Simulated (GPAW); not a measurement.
# Work function of 1T-TaSTe monolayer at several levels

Aim: the work function of both faces of 1T-TaSTe monolayer, and its spread over functionals and bases.

Program: GPAW 26.7.0. Level of theory: GPAW, PAW setups; layer in a repeated cell with vacuum, relaxation of atoms and in-plane cell, in the first sound run; inputs show where later runs differ. Results are calculated unless marked as measured.

## Step 1: Starting point

The cell holds 3 atoms: 1 Te, 1 Ta and 1 S. Cell: a = 3.763 Å, b = 3.763 Å, c = 21.395 Å, α = 90.0°, β = 90.0°, γ = 120.0°. Vacuum lies along c.

Structure file:

```
Te Ta S
1.0
     3.76264    0.00000    0.00000
    -1.88132    3.25855    0.00000
     0.00000    0.00000   21.39470
Te Ta S
1 1 1
Direct
  0.66667 0.33333 0.42066
  0.00000 0.00000 0.51256
  0.33333 0.66667 0.57934
```

## Step 2: Relaxing the atoms

Forces are removed first; all later runs use this geometry.

Contents of run.py:

```python
import json
import numpy as np
from ase import Atoms
from ase.filters import FrechetCellFilter
from ase.optimize import BFGS
from gpaw import GPAW, PW

slab = Atoms(
    ['Te', 'Ta', 'S'],
    positions=[
        [1.88132, 1.08618, 9.00000],
        [0.00000, 0.00000, 10.96615],
        [-0.00000, 2.17236, 12.39472]],
    cell=[[3.76264, 0.0, 0.0], [-1.88132, 3.25855, 0.0], [0.0, 0.0, 21.3947]],
    pbc=[True, True, True])

slab.calc = GPAW(mode=PW(600), xc='PBE', kpts={'size': (9, 9, 1), 'gamma': True},
                 occupations={'name': 'fermi-dirac', 'width': 0.05}, nbands='160%',
                 convergence={'density': 1e-05}, maxiter=200,
                 symmetry={'tolerance': 1e-3}, txt='slab.txt')
result = {}
# The in-plane cell is free; stress needs a cell that repeats along all three vectors
path = []
opt = BFGS(FrechetCellFilter(slab, mask=[1, 1, 0, 0, 0, 1]), maxstep=0.2)
opt.attach(lambda: path.append((slab.get_potential_energy(), slab.positions.tolist(), slab.get_forces().tolist())))
result['relaxed'] = bool(opt.run(fmax=0.02, steps=45))
result['path'] = path
result['cell'] = slab.cell.tolist()
print('in-plane lattice', slab.cell.cellpar().round(4)[[0, 1, 5]])
energy = slab.get_potential_energy()
fermi = slab.calc.get_fermi_level()
v = slab.calc.get_electrostatic_potential().mean((0, 1)) - fermi
n = slab.calc.get_pseudo_density().mean((0, 1))
L = slab.cell[2, 2]
z = np.arange(len(v)) * L / len(v)
low, high = slab.positions[:, 2].min(), slab.positions[:, 2].max()
below, above = np.interp([low - 6.8, high + 6.8], z, v)
slopes = [np.interp(x, z, np.gradient(v, z)) for x in (low - 6.8, high + 6.8)]
eps = np.array([[slab.calc.get_eigenvalues(k, s) for k in range(len(slab.calc.get_ibz_k_points()))]
                for s in range(slab.calc.get_number_of_spins())]) - fermi
top, bottom = eps[eps < 0].max(), eps[eps > 0].min()
dipole = slab.get_dipole_moment()[2]
print(f'energy {energy:.4f} eV, Fermi level {fermi:.4f} eV, dipole {dipole:.5f} e A')
print(f'potential 6.8 A off the faces, from the Fermi level: lower {below:.4f} eV, upper {above:.4f} eV')
print(f'slope of the potential there: lower {slopes[0]:.5f}, upper {slopes[1]:.5f} eV/A')
print(f'nearest levels on the mesh: {top:.4f} and {bottom:.4f} eV')
print('magnetic moment', round(slab.get_magnetic_moment(), 3))
result.update(energy=energy, fermi=fermi, dipole=dipole, below=below, above=above, slopes=slopes, edges=[top, bottom],
              z=z.tolist(), v=v.tolist(), n=n.tolist(), positions=slab.positions.tolist(),
              forces=slab.get_forces(apply_constraint=False).tolist(), moments=slab.get_magnetic_moments().tolist())
json.dump(result, open('result.json', 'w'))
```

The run is started by

```console
> OMP_NUM_THREADS=1 OPENBLAS_NUM_THREADS=1 python run.py
```

Log:

```text
Step          Energy          fmax
BFGS:    0      -18.726548        1.850211
BFGS:    1      -18.858387        1.564452
BFGS:    2      -19.081265        0.750195
BFGS:    3      -19.099199        0.287415
BFGS:    4      -19.103758        0.267332
BFGS:    5      -19.129382        0.090702
BFGS:    6      -19.129752        0.045842
BFGS:    7      -19.129796        0.023008
BFGS:    8      -19.129808        0.000227
in-plane lattice [  3.5317   3.5317 119.9999]
energy -19.1208 eV, Fermi level -0.8384 eV, dipole -0.06729 e A
potential 6.8 A off the faces, from the Fermi level: lower 4.4887 eV, upper 4.7218 eV
slope of the potential there: lower -0.05238, upper -0.05249 eV/A
nearest levels on the mesh: -0.0224 and 0.1180 eV
magnetic moment 0.0
```

The job ended after 5.4 min (1 thread of Arm Neoverse V2, shared host; peak memory 0.35 GiB).

Numbers from this step:

* dipole along the normal: -0.06729 e·Å
* levels nearest the Fermi level on the mesh: -0.02239, 0.1180 eV from the Fermi level

Electrostatic potential energy of an electron (without an applied field's), less the Fermi level, planar mean against z:

z (Å), electrostatic potential energy of an electron (without an applied field's), less the Fermi level, planar mean (eV) and a bar from the least value:
```
      0.0        4.6 ##############################
      0.5        4.6 ##############################
      1.0        4.6 ##############################
      1.5        4.5 ##############################
      2.0        4.5 ##############################
      2.5        4.5 #############################
      3.0        4.4 #############################
      3.5        4.4 #############################
      4.0        4.4 #############################
      4.5        4.4 #############################
      5.0        4.3 #############################
      5.5        4.3 #############################
      6.0        4.3 #############################
      6.5        4.2 #############################
      7.0        4.0 #############################
      7.5        3.3 ############################
      8.0        0.5 #########################
      8.5       -8.9 ##############
      9.0      -21.0 
      9.5      -10.9 ############
     10.0       -4.1 ####################
     10.5      -11.0 ############
     11.0      -18.7 ###
     11.5      -10.3 ############
     12.0       -9.7 #############
     12.5      -13.6 #########
     13.0       -0.6 ########################
     13.5        3.8 #############################
     14.0        4.8 ##############################
     14.5        4.9 ##############################
     15.0        4.9 ##############################
     15.5        4.9 ##############################
     16.0        4.9 ##############################
     16.5        4.9 ##############################
     17.0        4.8 ##############################
     17.5        4.8 ##############################
     18.0        4.8 ##############################
     18.5        4.8 ##############################
     19.0        4.7 ##############################
     19.5        4.7 ##############################
     20.0        4.7 ##############################
     20.5        4.7 ##############################
     21.0        4.6 ##############################
```

The pseudo valence density, planar mean by z:

```csv
z (Å),"pseudo valence density, planar mean (e/Å³)"
5,3.3e-5
6,5.6e-4
7,0.00974
8,0.144
9,0.122
10,0.327
11,1.07
12,0.457
13,0.245
14,0.0138
15,5.6e-4
16,2.4e-5
```

The relaxation lowered the energy of the cell by 0.407 eV (energies extrapolated to zero smearing; the optimiser's log prints free energies). The largest force left on a free atom is 2.3e-4 eV/Å.

## Step 3: The slab's potential

The work function is the vacuum plateau of the electrostatic potential less the Fermi level; a dipole layer lets the two faces have plateaus of their own.

This step: GPAW, PAW setups; slab in vacuum (GPAW 26.7.0).

The cell differs from the one that the last finished run ended in (c 21.395 → 21.350 Å).

run.py, as its differences from that of step 2:

```diff
@@ -3,4 +3,2 @@
 from ase import Atoms
-from ase.filters import FrechetCellFilter
-from ase.optimize import BFGS
 from gpaw import GPAW, PW
@@ -10,21 +8,14 @@
     positions=[
-        [1.88132, 1.08618, 9.00000],
-        [0.00000, 0.00000, 10.96615],
-        [-0.00000, 2.17236, 12.39472]],
-    cell=[[3.76264, 0.0, 0.0], [-1.88132, 3.25855, 0.0], [0.0, 0.0, 21.3947]],
-    pbc=[True, True, True])
+        [1.76585, 1.01952, 9.00000],
+        [-0.00000, -0.00000, 10.94089],
+        [-0.00000, 2.03903, 12.35028]],
+    cell=[[3.53171, -0.0, 0.0], [-1.76585, 3.05856, 0.0], [0.0, 0.0, 21.3503]],
+    pbc=[True, True, False])
 
-slab.calc = GPAW(mode=PW(600), xc='PBE', kpts={'size': (9, 9, 1), 'gamma': True},
+slab.calc = GPAW(mode=PW(400), xc='PBE', kpts={'size': (9, 9, 1), 'gamma': True},
                  occupations={'name': 'fermi-dirac', 'width': 0.05}, nbands='160%',
                  convergence={'density': 1e-05}, maxiter=200,
+                 poissonsolver={'dipolelayer': 'xy'},
                  symmetry={'tolerance': 1e-3}, txt='slab.txt')
 result = {}
-# The in-plane cell is free; stress needs a cell that repeats along all three vectors
-path = []
-opt = BFGS(FrechetCellFilter(slab, mask=[1, 1, 0, 0, 0, 1]), maxstep=0.2)
-opt.attach(lambda: path.append((slab.get_potential_energy(), slab.positions.tolist(), slab.get_forces().tolist())))
-result['relaxed'] = bool(opt.run(fmax=0.02, steps=45))
-result['path'] = path
-result['cell'] = slab.cell.tolist()
-print('in-plane lattice', slab.cell.cellpar().round(4)[[0, 1, 5]])
 energy = slab.get_potential_energy()
```

Log:

```text
energy -19.0887 eV, Fermi level -0.8381 eV, dipole -0.04988 e A
potential 6.8 A off the faces, from the Fermi level: lower 4.2010 eV, upper 5.0313 eV
slope of the potential there: lower 0.00006, upper -0.00005 eV/A
nearest levels on the mesh: -0.0225 and 0.1180 eV
magnetic moment 0.0
```

Run time: 27 s. Hardware: 1 thread; peak memory 0.2 GiB.

Numbers from this step:

| Quantity | Value |
| --- | --- |
| dipole along the normal | -0.04988 e·Å |
| levels nearest the Fermi level on the mesh | -0.02252, 0.1180 eV from the Fermi level |
| upper work function | 5.031 eV |
| lower work function | 4.201 eV |

Table of electrostatic potential energy of an electron (without an applied field's), less the Fermi level, planar mean by z:

z (Å), electrostatic potential energy of an electron (without an applied field's), less the Fermi level, planar mean (eV) and a bar from the least value:
```
        0        4.6 ##############################
        1        4.2 #############################
        2        4.2 #############################
        3        4.2 #############################
        4        4.2 #############################
        5        4.2 #############################
        6        4.2 #############################
        7        4.0 #############################
        8        0.3 #########################
        9      -20.9 
       10       -4.2 ###################
       11      -18.7 ###
       12      -10.2 ############
       13       -0.2 ########################
       14        4.8 ##############################
       15        5.0 ##############################
       16        5.0 ##############################
       17        5.0 ##############################
       18        5.0 ##############################
       19        5.0 ##############################
       20        5.0 ##############################
       21        5.0 ##############################
```

The pseudo valence density, planar mean by z:

```csv
z (Å),"pseudo valence density, planar mean (e/Å³)"
5,3.9e-5
6,6.2e-4
7,0.0107
8,0.153
9,0.118
10,0.326
11,1.04
12,0.451
13,0.233
14,0.0132
15,5.1e-4
16,2.2e-5
```

The potential is flat to 6.0e-5 eV/Å where it is read, so the vacuum is wide enough.

## Step 4: Self-consistent run: xc = "RPBE"

The same geometry under RPBE, to see how far the functional moves the levels against the vacuum.

run.py, as its differences from that of step 3:

```diff
@@ -14,3 +14,3 @@
 
-slab.calc = GPAW(mode=PW(400), xc='PBE', kpts={'size': (9, 9, 1), 'gamma': True},
+slab.calc = GPAW(mode=PW(400), xc='RPBE', kpts={'size': (9, 9, 1), 'gamma': True},
                  occupations={'name': 'fermi-dirac', 'width': 0.05}, nbands='160%',
```

Log:

```text
energy -17.9877 eV, Fermi level -0.7338 eV, dipole -0.05142 e A
potential 6.8 A off the faces, from the Fermi level: lower 4.0836 eV, upper 4.9399 eV
slope of the potential there: lower 0.00006, upper -0.00005 eV/A
nearest levels on the mesh: -0.0214 and 0.1187 eV
magnetic moment 0.0
```

Run time: 28 s. Hardware: 1 thread; peak memory 0.2 GiB.

This step gave:

| Quantity | Value |
| --- | --- |
| dipole along the normal | -0.05142 e·Å |
| levels nearest the Fermi level on the mesh | -0.02144, 0.1187 eV from the Fermi level |
| upper work function | 4.940 eV |
| lower work function | 4.084 eV |

The electrostatic potential energy of an electron (without an applied field's), less the Fermi level, planar mean by z:

z (Å), electrostatic potential energy of an electron (without an applied field's), less the Fermi level, planar mean (eV) and a bar from the least value:
```
        0        4.5 ##############################
        1        4.1 #############################
        2        4.1 #############################
        3        4.1 #############################
        4        4.1 #############################
        5        4.1 #############################
        6        4.1 #############################
        7        3.8 #############################
        8        0.2 #########################
        9      -21.0 
       10       -4.3 ###################
       11      -18.8 ###
       12      -10.3 ############
       13       -0.3 ########################
       14        4.7 ##############################
       15        4.9 ##############################
       16        4.9 ##############################
       17        4.9 ##############################
       18        4.9 ##############################
       19        4.9 ##############################
       20        4.9 ##############################
       21        4.9 ##############################
```

Table of pseudo valence density, planar mean by z:

```csv
z (Å),"pseudo valence density, planar mean (e/Å³)"
0.00,0
0.64,0
1.07,0
1.71,0
2.35,0
2.78,0
3.42,0
4.06,3.1e-6
4.48,9.8e-6
5.12,5.7e-5
5.76,3.4e-4
6.19,0.00109
6.83,0.00639
7.47,0.0391
7.90,0.119
8.54,0.296
9.18,0.185
9.61,0.364
10.25,0.374
10.89,1.08
11.53,0.534
11.96,0.461
12.60,0.356
13.24,0.133
13.66,0.0365
14.30,0.00461
14.95,6.1e-4
15.37,1.6e-4
16.01,2.3e-5
16.65,2.3e-6
17.08,0
17.72,0
18.36,0
18.79,0
19.43,0
20.07,0
20.50,0
21.14,0
```

Force by atom:

```csv
atom,x (eV/Å),y (eV/Å),z (eV/Å),size
Te1,0.000,0.000,-0.191,0.191
Ta2,0.000,0.000,-0.040,0.040
S3,0.000,0.000,0.230,0.230
```

The upper face's work function is 4.940 eV, against 5.031 eV in the first plane-wave PBE run at this geometry.

## Step 5: OptPBE vdW: xc = "optPBE-vdW"

The same geometry under optPBE-vdW, to see how far the functional moves the levels against the vacuum (the van der Waals functionals take revPBE setups).

run.py, as its differences from that of step 4:

```diff
@@ -14,3 +14,3 @@
 
-slab.calc = GPAW(mode=PW(400), xc='RPBE', kpts={'size': (9, 9, 1), 'gamma': True},
+slab.calc = GPAW(mode=PW(400), xc='optPBE-vdW', kpts={'size': (9, 9, 1), 'gamma': True},
                  occupations={'name': 'fermi-dirac', 'width': 0.05}, nbands='160%',
```

Log:

```text
energy -56.5254 eV, Fermi level -0.9879 eV, dipole -0.05017 e A
potential 6.8 A off the faces, from the Fermi level: lower 4.4037 eV, upper 5.2388 eV
slope of the potential there: lower 0.00006, upper -0.00005 eV/A
nearest levels on the mesh: -0.0219 and 0.1011 eV
magnetic moment 0.0
```

Elapsed: 40 s, on 1 thread; peak memory 0.37 GiB.

This step gave:

* dipole along the normal: -0.05017 e·Å
* levels nearest the Fermi level on the mesh: -0.02192, 0.1011 eV from the Fermi level
* upper work function: 5.239 eV
* lower work function: 4.404 eV

Table of electrostatic potential energy of an electron (without an applied field's), less the Fermi level, planar mean by z:

```csv
z (Å),"electrostatic potential energy of an electron (without an applied field's), less the Fermi level, planar mean (eV)"
0.0,4.82
0.5,4.40
1.0,4.40
1.5,4.40
2.0,4.40
2.5,4.40
3.0,4.40
3.5,4.40
4.0,4.40
4.5,4.40
5.0,4.40
5.5,4.40
6.0,4.38
6.5,4.33
7.0,4.13
7.5,3.35
8.0,0.373
8.5,-9.53
9.0,-20.9
9.5,-10.3
10.0,-4.21
10.5,-11.6
11.0,-18.7
11.5,-9.88
12.0,-10.2
12.5,-13.0
13.0,-0.154
13.5,4.07
14.0,4.99
14.5,5.18
15.0,5.23
15.5,5.24
16.0,5.24
16.5,5.24
17.0,5.24
17.5,5.24
18.0,5.24
18.5,5.24
19.0,5.24
19.5,5.24
20.0,5.24
20.5,5.24
21.0,5.19
```

The upper face's work function is 5.239 eV, against 5.031 eV in the first plane-wave PBE run at this geometry.

## Step 6: Self-consistent run: xc = "vdW-DF2"

The same geometry under vdW-DF2, to see how far the functional moves the levels against the vacuum (the van der Waals functionals take revPBE setups).

run.py, as its differences from that of step 5:

```diff
@@ -14,3 +14,3 @@
 
-slab.calc = GPAW(mode=PW(400), xc='optPBE-vdW', kpts={'size': (9, 9, 1), 'gamma': True},
+slab.calc = GPAW(mode=PW(400), xc='vdW-DF2', kpts={'size': (9, 9, 1), 'gamma': True},
                  occupations={'name': 'fermi-dirac', 'width': 0.05}, nbands='160%',
```

Log:

```text
energy -295.9898 eV, Fermi level -1.0258 eV, dipole -0.05054 e A
potential 6.8 A off the faces, from the Fermi level: lower 4.5046 eV, upper 5.3459 eV
slope of the potential there: lower 0.00005, upper -0.00005 eV/A
nearest levels on the mesh: -0.0217 and 0.0875 eV
magnetic moment 0.0
```

It took 37 s on 1 thread; peak memory 0.37 GiB.

This step gave:

```
dipole along the normal                    : -0.05054 e·Å
levels nearest the Fermi level on the mesh : -0.02172, 0.08755 eV from the Fermi level
upper work function                        : 5.346 eV
lower work function                        : 4.505 eV
```

The upper face's work function is 5.346 eV, against 5.031 eV in the first plane-wave PBE run at this geometry.

## Step 7: Self-consistent run: xc = "LDA"

The same geometry under LDA, to see how far the functional moves the levels against the vacuum.

run.py, as its differences from that of step 6:

```diff
@@ -14,3 +14,3 @@
 
-slab.calc = GPAW(mode=PW(400), xc='vdW-DF2', kpts={'size': (9, 9, 1), 'gamma': True},
+slab.calc = GPAW(mode=PW(400), xc='LDA', kpts={'size': (9, 9, 1), 'gamma': True},
                  occupations={'name': 'fermi-dirac', 'width': 0.05}, nbands='160%',
```

Log:

```text
energy -21.3054 eV, Fermi level -1.1257 eV, dipole -0.04656 e A
potential 6.8 A off the faces, from the Fermi level: lower 4.5025 eV, upper 5.2772 eV
slope of the potential there: lower 0.00006, upper -0.00005 eV/A
nearest levels on the mesh: -0.0251 and 0.1092 eV
magnetic moment 0.0
```

It took 28 s on 1 thread; peak memory 0.19 GiB.

This step gave:

* dipole along the normal: -0.04656 e·Å
* levels nearest the Fermi level on the mesh: -0.02511, 0.1092 eV from the Fermi level
* upper work function: 5.277 eV
* lower work function: 4.503 eV

The upper face's work function is 5.277 eV, against 5.031 eV in the first plane-wave PBE run at this geometry.

## Step 8: Self-consistent run: xc = "revPBE"

The same geometry under revPBE, to see how far the functional moves the levels against the vacuum.

run.py, as its differences from that of step 7:

```diff
@@ -14,3 +14,3 @@
 
-slab.calc = GPAW(mode=PW(400), xc='LDA', kpts={'size': (9, 9, 1), 'gamma': True},
+slab.calc = GPAW(mode=PW(400), xc='revPBE', kpts={'size': (9, 9, 1), 'gamma': True},
                  occupations={'name': 'fermi-dirac', 'width': 0.05}, nbands='160%',
```

Log:

```text
energy -18.1476 eV, Fermi level -0.7442 eV, dipole -0.05092 e A
potential 6.8 A off the faces, from the Fermi level: lower 4.0908 eV, upper 4.9385 eV
slope of the potential there: lower 0.00006, upper -0.00005 eV/A
nearest levels on the mesh: -0.0217 and 0.1182 eV
magnetic moment 0.0
```

Elapsed: 30 s, on 1 thread; peak memory 0.2 GiB.

Numbers from this step:

```yaml
dipole_along_the_normal: -0.05092 e·Å
levels_nearest_the_fermi_level_on_the_mesh: -0.02169, 0.1182 eV from the Fermi level
upper_work_function: 4.938 eV
lower_work_function: 4.091 eV
```

The upper face's work function is 4.938 eV, against 5.031 eV in the first plane-wave PBE run at this geometry.

(Part 1 of 2 ends here.)

[Logs are printed without paths, hosts, clocks, repeated set-up lines and the standing remarks that a program may print on its own settings, such as how far it seeks lower states.]

[Hosts, paths, dates, database ids (printed as entryN), source tags and the programs' standing remarks are cut or masked in the printed files.]
